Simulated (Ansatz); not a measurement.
# ZrC2: relaxing a made-up structure

Starting from a made-up structure for ZrC2, the aim is the relaxed cell, its shortest contacts and, where a second run follows, its electronic structure.

Program: Ansatz 0.2.0. Level of theory: DFT, PBE, plane-wave PAW, files of the set soft_1, scalar-relativistic, no spin, cell and ions relaxed at zero pressure; PAW set soft_1, in the first sound run; inputs show where later runs differ. Results are calculated unless marked as measured.

### 1. The starting structure

The structure is hexagonal, space group P6/mmm (No. 191). The conventional cell has a = 3.206 Å, b = 3.206 Å, c = 3.301 Å, α = 90.00°, β = 90.00°, γ = 120.00°. Zr has 12 C at 2.48 Å nearest. C has 3 C at 1.85 Å and 6 Zr at 2.48 Å nearest. Farther neighbours are not listed.

### 2. Relaxing cell and atoms

The guessed cell has no reason to be at equilibrium. It is relaxed with the atoms, within the space group of the guess.

input.yaml

```yaml
crystal:
  lattice:
    - [3.206, 0.0, 0.0]
    - [-1.603, 2.776477445, 0.0]
    - [0.0, 0.0, 3.301]
  atoms:
    - { symbol: Zr, position: [0.0, 0.0, 0.0] }
    - { symbol: C, position: [0.666666667, 0.333333333, 0.5] }
    - { symbol: C, position: [0.333333333, 0.666666667, 0.5] }
kpoints:
  mp_grid: { grid: [10, 10, 8] }
scf:
  occupations: { method: fermi_dirac, width: 0.05 }
hamiltonian:
  xc: pbe
  pseudopotentials: { kind: paw, azcp: { folder: soft_1 } }
relax:
  f_tol: 0.015
  max_steps: 70
  cell: {}
output:
  forces: true
  stress: true
```

Started as:

```sh
$ ansatz run input.yaml --threads 4 --pin off --max-ram 8192MiB --backend cpu --events-out ev --progress --plain --runs-dir out
```

Numbers of over 12 decimals in the logs are rounded to 6 here.

Log:

```text
Engine: ansatz 0.2.0, aarch64-unknown-linux-gnu
Pseudopotentials: kind: paw
Pseudopotential: Zr, paw, valence charge 12, recommended cutoff 420 eV (normal), soft_1/Zr.paw.azcp
Pseudopotential: C, paw, valence charge 4, recommended cutoff 420 eV (normal), soft_1/C.paw.azcp
Functional definition: PBE
  parameter kappa = 0.804
  parameter beta = 0.066725
  exchange = pbe_x(kappa = kappa, mu = beta*pi^2/3)
  correlation = pbe_c(beta = beta)
Crystal: 3 atoms, lattice volume = 29.383 Å³
Basis set: ecut = 420 eV, 563 PW (Γ), exchange–correlation on 48×48×48 points (8 copies of the dense FFT grid, shifted against one another)
Bands: 14, of which v1, the nominal top of the filled ones, is band 10 counted from 1 (9 counted from 0)
Symmetry: 24 space group operations
Space group: P6/mmm (ITA 191), of the structure as read, at distance tolerance 3.1e-5 Å
k-points: 70 of 800
Non-local potential: Zr, projectors of the file, l = 0: 3, l = 1: 2, l = 2: 2, l = 3: 1
Non-local potential: C, projectors of the file, l = 0: 2, l = 1: 2, l = 2: 1
PAW form: soft (Blöchl's): semilocal exchange-correlation on the pseudo side does not see the compensation charge
PAW one-centre angular grid: Zr, 590 points (default); XC on 64 Gauss nodes
PAW one-centre angular grid: C, 110 points (default); XC on 64 Gauss nodes
Initial density: superposition of atomic densities (chi_scale 0.1, normalization cell, long waves kept (reshape's long-wave potential 0.00 eV rms))
Initial wavefunctions: pseudopotential atomic-orbital guess
Functional: x = pbe(κ = 0.804, μ = 0.219515), c = pbe(β = 0.066725)
SCF iter   1: F=—  HF=-4683.505983 eV  |F-HF|=—  |Δ(HF+E_count)|=         —  Δρ=3.64e-2  dr2=2.17e-1  ethr=3.10e-3  ⟨swp⟩=5.2  Hψ=4589  notcnv=0
preconditioner: auto → none  [metal: Δε(μ)=0.049 eV  Ē_g=16.676 eV  σ=0.050 eV  W_gap=0.23  n_scr=8 (ndim 8)  ℏωp=29.1 eV  f_vac=0.000  D(μ)=1.27/eV (n_scr^D=8)  sad-step TF]
SCF iter   2: F=—  HF=-4683.502620 eV  |F-HF|=—  |Δ(HF+E_count)|=   3.36e-3  Δρ=2.16e-2  dr2=8.53e-2  ethr=1.09e-3  ⟨swp⟩=1.1  Hψ=1547  notcnv=0
SCF iter   3: F=—  HF=-4683.494253 eV  |F-HF|=—  |Δ(HF+E_count)|=   8.37e-3  Δρ=1.49e-3  dr2=2.49e-4  ethr=4.26e-4  ⟨swp⟩=2.3  Hψ=1506  notcnv=0  defer=1
SCF iter   4: F=—  HF=-4683.494347 eV  |F-HF|=—  |Δ(HF+E_count)|=   9.32e-5  Δρ=3.27e-4  dr2=3.98e-5  ethr=1.25e-6  ⟨swp⟩=2.0  Hψ=1446  notcnv=0  defer=1
SCF iter   5: F=—  HF=-4683.494348 eV  |F-HF|=—  |Δ(HF+E_count)|=   1.41e-6  Δρ=5.78e-5  dr2=5.64e-7  ethr=1.99e-7  ⟨swp⟩=2.2  Hψ=1326  notcnv=0  defer=1
SCF iter   6: F=-4683.494348 eV  HF=-4683.494348 eV  |F-HF|=2.43e-10  |Δ(HF+E_count)|=   7.24e-8  Δρ=1.54e-5  dr2=2.60e-8  ethr=5.00e-10  ⟨swp⟩=4.1  Hψ=3410  notcnv=0
SCF 1 converged in 6 iterations: F = -4683.494348 eV  dr2 = 2.60e-8
  greatest PAW one-centre occupation: 0.997 electrons in one spin orbital (limit 2), on the Zr atom at site 0 (counted from 0), in its partial waves of l = 0
relax step   1: F+E_penalty+E_count = -4683.49434811 eV  Δ(F+E_penalty+E_count) = +0.000e0 eV  max|allowed force component| = 5.921e-16 eV/Å  Δτ_max = 0.0000 Å  P = +0.047 GPa  Ω = 29.383 Å³  (6 SCF iters, dr2 threshold 1.00e-7 eV, accepted)
Crystal: 3 atoms, lattice volume = 29.341 Å³
Initial density: handed on by an earlier stage of this run
Initial wavefunctions: those handed on with the density
iter 1 solved again at ethr=1.93e-6 eV; its pass at ethr=3.10e-3 eV (dr2=3.86e-4 eV) is discarded
SCF iter   1: F=—  HF=-4683.494925 eV  |F-HF|=—  |Δ(HF+E_count)|=         —  Δρ=9.24e-4  dr2=4.25e-4  ethr=1.93e-6  ⟨swp⟩=2.0  Hψ=6730  notcnv=0
preconditioner: auto → none  [metal: Δε(μ)=0.031 eV  Ē_g=16.708 eV  σ=0.050 eV  W_gap=0.15  n_scr=8 (ndim 8)  ℏωp=29.1 eV  f_vac=0.000  D(μ)=1.22/eV (n_scr^D=8)]
SCF iter   2: F=—  HF=-4683.494812 eV  |F-HF|=—  |Δ(HF+E_count)|=   1.14e-4  Δρ=2.58e-4  dr2=1.19e-5  ethr=1.93e-6  ⟨swp⟩=2.4  Hψ=1414  notcnv=0
SCF iter   3: F=—  HF=-4683.494815 eV  |F-HF|=—  |Δ(HF+E_count)|=   2.98e-6  Δρ=9.11e-5  dr2=9.38e-7  ethr=5.95e-8  ⟨swp⟩=2.3  Hψ=1461  notcnv=0
iter 4 did not close the SCF: its close was put off for the readings that it lacked (scf_convergence_deferred on its scf_iter line)
SCF iter   4: F=-4683.494815 eV  HF=-4683.494815 eV  |F-HF|=3.19e-9  |Δ(HF+E_count)|=   4.74e-8  Δρ=1.02e-5  dr2=1.52e-8  ethr=4.69e-9  ⟨swp⟩=1.8  Hψ=1300  notcnv=0
iter 5 did not close the SCF: its close was put off for the readings that it lacked (scf_convergence_deferred on its scf_iter line)
SCF iter   5: F=-4683.494815 eV  HF=-4683.494815 eV  |F-HF|=1.82e-11  |Δ(HF+E_count)|=   1.61e-9  Δρ=1.17e-6  dr2=1.83e-10  ethr=7.60e-11  ⟨swp⟩=2.4  Hψ=1706  notcnv=0
SCF iter   6: F=-4683.494815 eV  HF=-4683.494815 eV  |F-HF|=3.64e-12  |Δ(HF+E_count)|=  5.46e-11  Δρ=2.21e-7  dr2=4.52e-12  ethr=1.00e-12  ⟨swp⟩=1.0  Hψ=2856  notcnv=0
SCF 2 converged in 6 iterations: F = -4683.494815 eV  dr2 = 4.52e-12
relax step   2: F+E_penalty+E_count = -4683.49481461 eV  Δ(F+E_penalty+E_count) = -4.665e-4 eV  max|allowed force component| = 4.441e-16 eV/Å  Δτ_max = 0.0000 Å  P = +0.685 GPa  Ω = 29.341 Å³  energy of the carried Pulay correction = +7.544e-5 eV  (6 SCF iters, dr2 threshold 3.00e-7 eV, accepted)
Crystal: 3 atoms, lattice volume = 29.397 Å³
iter 1 solved again at ethr=3.57e-8 eV; its pass at ethr=3.10e-3 eV (dr2=7.13e-6 eV) is discarded
SCF iter   1: F=—  HF=-4683.494911 eV  |F-HF|=—  |Δ(HF+E_count)|=         —  Δρ=1.30e-4  dr2=6.21e-6  ethr=3.57e-8  ⟨swp⟩=2.4  Hψ=6626  notcnv=0
preconditioner: auto → none  [metal: Δε(μ)=0.033 eV  Ē_g=16.696 eV  σ=0.050 eV  W_gap=0.16  n_scr=8 (ndim 8)  ℏωp=29.1 eV  f_vac=0.000  D(μ)=1.22/eV (n_scr^D=8)]
iter 2 did not close the SCF: its close was put off for the readings that it lacked (scf_convergence_deferred on its scf_iter line)
SCF iter   2: F=-4683.494916 eV  HF=-4683.494916 eV  |F-HF|=3.49e-8  |Δ(HF+E_count)|=   5.15e-6  Δρ=3.03e-5  dr2=1.53e-7  ethr=3.11e-8  ⟨swp⟩=2.1  Hψ=1286  notcnv=0
iter 3 did not close the SCF: its close was put off for the readings that it lacked (scf_convergence_deferred on its scf_iter line)
SCF iter   3: F=-4683.494916 eV  HF=-4683.494916 eV  |F-HF|=1.06e-8  |Δ(HF+E_count)|=   3.49e-8  Δρ=9.59e-6  dr2=1.21e-8  ethr=7.67e-10  ⟨swp⟩=2.2  Hψ=1454  notcnv=0
iter 4 did not close the SCF: its close was put off for the readings that it lacked (scf_convergence_deferred on its scf_iter line)
SCF iter   4: F=-4683.494916 eV  HF=-4683.494916 eV  |F-HF|=2.76e-10  |Δ(HF+E_count)|=   1.24e-8  Δρ=1.24e-6  dr2=4.43e-10  ethr=6.06e-11  ⟨swp⟩=2.5  Hψ=1515  notcnv=0
iter 5 did not close the SCF: its close was put off for the readings that it lacked (scf_convergence_deferred on its scf_iter line)
SCF iter   5: F=-4683.494916 eV  HF=-4683.494916 eV  |F-HF|=1.82e-12  |Δ(HF+E_count)|=  4.37e-11  Δρ=7.52e-8  dr2=9.96e-13  ethr=2.21e-12  ⟨swp⟩=2.1  Hψ=1335  notcnv=0
SCF iter   6: F=-4683.494916 eV  HF=-4683.494916 eV  |F-HF|=9.09e-13  |Δ(HF+E_count)|=  9.09e-13  Δρ=1.64e-8  dr2=6.51e-14  ethr=1.00e-12  ⟨swp⟩=1.0  Hψ=2240  notcnv=0
SCF 3 converged in 6 iterations: F = -4683.494916 eV  dr2 = 6.51e-14
relax step   3: F+E_penalty+E_count = -4683.49491608 eV  Δ(F+E_penalty+E_count) = -1.015e-4 eV  max|allowed force component| = 4.441e-16 eV/Å  Δτ_max = 0.0000 Å  P = +0.253 GPa  Ω = 29.397 Å³  energy of the carried Pulay correction = +1.217e-5 eV  (6 SCF iters, dr2 threshold 3.00e-7 eV, accepted)
Crystal: 3 atoms, lattice volume = 29.438 Å³
iter 1 solved again at ethr=2.74e-8 eV; its pass at ethr=3.10e-3 eV (dr2=5.48e-6 eV) is discarded
SCF iter   1: F=—  HF=-4683.494907 eV  |F-HF|=—  |Δ(HF+E_count)|=         —  Δρ=1.34e-4  dr2=6.79e-6  ethr=2.74e-8  ⟨swp⟩=2.0  Hψ=6591  notcnv=0
preconditioner: auto → none  [metal: Δε(μ)=0.030 eV  Ē_g=16.687 eV  σ=0.050 eV  W_gap=0.15  n_scr=8 (ndim 8)  ℏωp=29.0 eV  f_vac=0.000  D(μ)=1.22/eV (n_scr^D=8)]
SCF iter   2: F=—  HF=-4683.494912 eV  |F-HF|=—  |Δ(HF+E_count)|=   4.26e-6  Δρ=5.20e-5  dr2=4.37e-7  ethr=2.74e-8  ⟨swp⟩=2.7  Hψ=1614  notcnv=0
iter 3 did not close the SCF: its close was put off for the readings that it lacked (scf_convergence_deferred on its scf_iter line)
SCF iter   3: F=-4683.494912 eV  HF=-4683.494912 eV  |F-HF|=4.63e-9  |Δ(HF+E_count)|=   4.90e-8  Δρ=1.45e-5  dr2=2.27e-8  ethr=2.18e-9  ⟨swp⟩=2.6  Hψ=1559  notcnv=0
iter 4 did not close the SCF: its close was put off for the readings that it lacked (scf_convergence_deferred on its scf_iter line)
SCF iter   4: F=-4683.494912 eV  HF=-4683.494912 eV  |F-HF|=8.73e-11  |Δ(HF+E_count)|=   5.67e-9  Δρ=1.76e-6  dr2=3.61e-10  ethr=1.13e-10  ⟨swp⟩=1.2  Hψ=1072  notcnv=0
iter 5 did not close the SCF: its close was put off for the readings that it lacked (scf_convergence_deferred on its scf_iter line)
SCF iter   5: F=-4683.494912 eV  HF=-4683.494912 eV  |F-HF|=0.00e0  |Δ(HF+E_count)|=  1.46e-10  Δρ=2.27e-7  dr2=6.73e-12  ethr=1.81e-12  ⟨swp⟩=2.7  Hψ=1595  notcnv=0
SCF iter   6: F=-4683.494912 eV  HF=-4683.494912 eV  |F-HF|=9.09e-13  |Δ(HF+E_count)|=  1.82e-12  Δρ=4.15e-8  dr2=4.68e-13  ethr=1.00e-12  ⟨swp⟩=1.0  Hψ=2240  notcnv=0
SCF 4 converged in 6 iterations: F = -4683.494912 eV  dr2 = 4.68e-13
relax step   4: F+E_penalty+E_count = -4683.49491151 eV  Δ(F+E_penalty+E_count) = +4.567e-6 eV  max|allowed force component| = 3.454e-16 eV/Å  Δτ_max = 0.0000 Å  P = -0.001 GPa  Ω = 29.438 Å³  energy of the carried Pulay correction = -2.875e-5 eV  (6 SCF iters, dr2 threshold 2.01e-7 eV, accepted)
Initial wavefunctions: pseudopotential atomic-orbital guess (no wavefunctions were taken with the density)
iter 1 solved again at ethr=3.99e-8 eV; its pass at ethr=3.10e-3 eV (dr2=7.98e-6 eV) is discarded
SCF iter   1: F=—  HF=-4683.494923 eV  |F-HF|=—  |Δ(HF+E_count)|=         —  Δρ=1.39e-5  dr2=4.81e-9  ethr=3.99e-8  ⟨swp⟩=3.1  Hψ=7598  notcnv=0
SCF iter   2: F=—  HF=-4683.494929 eV  |F-HF|=—  |Δ(HF+E_count)|=   5.56e-6  Δρ=7.09e-6  dr2=1.26e-9  ethr=2.41e-11  ⟨swp⟩=2.1  Hψ=1640  notcnv=0
SCF iter   3: F=—  HF=-4683.494929 eV  |F-HF|=—  |Δ(HF+E_count)|=   1.08e-8  Δρ=7.32e-7  dr2=1.62e-10  ethr=6.30e-12  ⟨swp⟩=2.0  Hψ=1415  notcnv=0
iter 4 did not close the SCF: its close was put off for the readings that it lacked (scf_convergence_deferred on its scf_iter line)
SCF iter   4: F=-4683.494929 eV  HF=-4683.494929 eV  |F-HF|=4.55e-12  |Δ(HF+E_count)|=  1.46e-11  Δρ=1.97e-7  dr2=6.87e-12  ethr=1.00e-12  ⟨swp⟩=2.5  Hψ=1492  notcnv=0
iter 5 did not close the SCF: its close was put off for the readings that it lacked (scf_convergence_deferred on its scf_iter line)
SCF iter   5: F=-4683.494929 eV  HF=-4683.494929 eV  |F-HF|=1.82e-12  |Δ(HF+E_count)|=  9.09e-13  Δρ=5.04e-8  dr2=2.79e-13  ethr=1.00e-12  ⟨swp⟩=1.0  Hψ=980  notcnv=0
iter 6 did not close the SCF: its close was put off for the readings that it lacked (scf_convergence_deferred on its scf_iter line)
SCF iter   6: F=-4683.494929 eV  HF=-4683.494929 eV  |F-HF|=0.00e0  |Δ(HF+E_count)|=  9.09e-13  Δρ=1.01e-8  dr2=1.54e-14  ethr=1.00e-12  ⟨swp⟩=1.0  Hψ=980  notcnv=0
iter 7 did not close the SCF: its close was put off for the readings that it lacked (scf_convergence_deferred on its scf_iter line)
SCF iter   7: F=-4683.494929 eV  HF=-4683.494929 eV  |F-HF|=9.09e-13  |Δ(HF+E_count)|=  9.09e-13  Δρ=8.14e-10  dr2=1.29e-16  ethr=1.00e-12  ⟨swp⟩=1.0  Hψ=980  notcnv=0
SCF iter   8: F=-4683.494929 eV  HF=-4683.494929 eV  |F-HF|=1.82e-12  |Δ(HF+E_count)|=  9.09e-13  Δρ=2.82e-10  dr2=1.38e-17  ethr=1.00e-12  ⟨swp⟩=2.0  Hψ=2831  notcnv=0
SCF 5 converged in 8 iterations: F = -4683.494929 eV  dr2 = 1.38e-17
relax step   5: F+E_penalty+E_count = -4683.49492877 eV  Δ(F+E_penalty+E_count) = -1.725e-5 eV  max|allowed force component| = 4.441e-16 eV/Å  Δτ_max = 0.0000 Å  P = -0.000 GPa  Ω = 29.438 Å³  stress off target by 4.66e-3 GPa  SCF on the basis re-selected at this cell (its energy is not comparable with the rows above)  (8 SCF iters)
basis re-selected at this cell: Δ(F+E_penalty+E_count) = -1.725e-5 eV, ΔP = +0.001 GPa vs the last step (what re-selecting the basis moved, of the pressure what is left beyond the Pulay correction that the steps carried, after the strain that the cell walked since its last selection, with what the two solves' SCF thresholds leave and, on support functions, any second-order correction that the steps lacked; it is no m [...]
SCF converged after 8 iterations
Free energy (F): -4683.494929 eV
Harris-Foulkes:  -4683.494929 eV  (|F-HF|=1.82e-12)
Internal energy: -4683.485613 eV  (E = F + TS)
E sigma→0 (E₀):  -4683.490271 eV
Entropy (-TS):   -0.009316 eV (-3.105 meV/atom)
Fermi energy:    17.549453 eV
--- Per-component energies (eV) ---
  E_band       = 1.971539
  E_kinetic    = 486.090455
  E_local      = -526.058116  (includes V_loc(G=0)·N_el)
  E_nonlocal   = 122.365142
  E_hartree    = 164.287947
  E_xc         = -250.386808
  E_vxc        = -301.143010  (∫ρ·V_xc dr)
  E_paw        = -3162.209588  (= ΣΔE_a)
  E_vpaw       = -107.858831  (= ΣTr[D̂ρ^β])
  E_aug_tail   = 0.000005  (compensation charges beyond the density's cutoff)
  E_ewald      = -1517.574649
  E_smearing   = -0.009316  (= −TS)
  E_closure    = 0.000000  (closes the sum)
  Σ components = -4683.494929   (vs F -4683.494929, Δ=0.00e0)
--- Forces (eV/Å), atoms counted from 1 ---
  atom   1  Zr     0.00000000     0.00000000     0.00000000
  atom   2  C     -0.00000000    -0.00000000     0.00000000
  atom   3  C     -0.00000000     0.00000000     0.00000000
  max |Σ_I F_I| component: 1.48e-16 eV/Å
--- Stress (GPa, compression-positive) ---
        0.002002       0.000000       0.000000
        0.000000       0.002002       0.000000
        0.000000       0.000000      -0.004660
  P = ⅓ Tr σ = -0.0002 GPa (-0.002 kbar)
--- Relaxed structure (4 steps of the walk, 4 accepted, 1 SCFs on fresh bases) ---
  F+E_penalty+E_count = -4683.49492877 eV   max|allowed force component| = 4.441e-16 eV/Å   (the final SCF, on the basis selected at the relaxed cell)
  cell:  # Å, volume = 29.4375 Å³
    - [3.215038, 0.0, 0.0]
    - [-1.607519, 2.784305, 0.0]
    - [0.0, 0.0, 3.288504]
  atoms:
    - { symbol: Zr, position: [0, 0, 0.0] }
    - { symbol: C, position: [0.666667, 0.333333, 0.5] }
    - { symbol: C, position: [0.333333, 0.666667, 0.5] }
```

Elapsed: 3.4 s, on 4 threads of Arm Neoverse V1, shared host; peak memory 0.3 GiB; 8.5 s of CPU time.

Step by step:

```
step  energy less that of the first step (eV)  largest force component (eV/Å)  pressure (GPa)  volume (Å³)
   1                                   0.0000                          0.0000            0.05        29.38
   2                                  -0.0005                          0.0000            0.69        29.34
   3                                  -0.0006                          0.0000            0.25        29.40
   4                                  -0.0006                          0.0000            0.00        29.44
  5*                                  -0.0006                          0.0000            0.00        29.44
```

Relaxation steps marked * repeat the geometry before them on a plane-wave basis chosen anew for their cell, so energy and pressure can jump there.

Forces are held to the 24 operations that the run works with; a distortion that breaks them can't arise in this run.

```
conventional cell, symmetrised  before  after  change
                         a (Å)   3.206  3.215  +0.3 %
                         b (Å)   3.206  3.215  +0.3 %
                         c (Å)   3.301  3.289  -0.4 %
              volume (Å³/atom)    9.79   9.81  +0.2 %
```

Final coordinates:

```xyz
3
Lattice="3.2150 0.0000 0.0000 -1.6075 2.7843 0.0000 0.0000 0.0000 3.2885" Properties=species:S:1:pos:R:3 pbc="T T T"
Zr    0.0000    0.0000    0.0000
C     1.6075    0.9281    1.6443
C     0.0000    1.8562    1.6443
```

Numbers from this step:

```
free energy             : -4683.4949 eV
energy at zero smearing : -4683.4903 eV
smearing term TS        : 0.009316 eV
Fermi energy            : 17.55 eV
electrons               : 20
symmetry operations     : 24
pressure                : -2.18e-4 GPa
```

Shortest distances by pair of elements, guess and relaxed (not always the same contact):

```
 pair  guess (Å)  relaxed (Å)
  C–C      1.851        1.856
 C–Zr      2.480        2.480
Zr–Zr      3.206        3.215
```

(Continued in part 2 of 2.)

[Logs are printed without paths, hosts, clocks, repeated set-up lines and the standing remarks that a program may print on its own settings, such as how far it seeks lower states.]

[Hosts, paths, dates, database ids (printed as entryN), source tags and the programs' standing remarks are cut or masked in the printed files.]
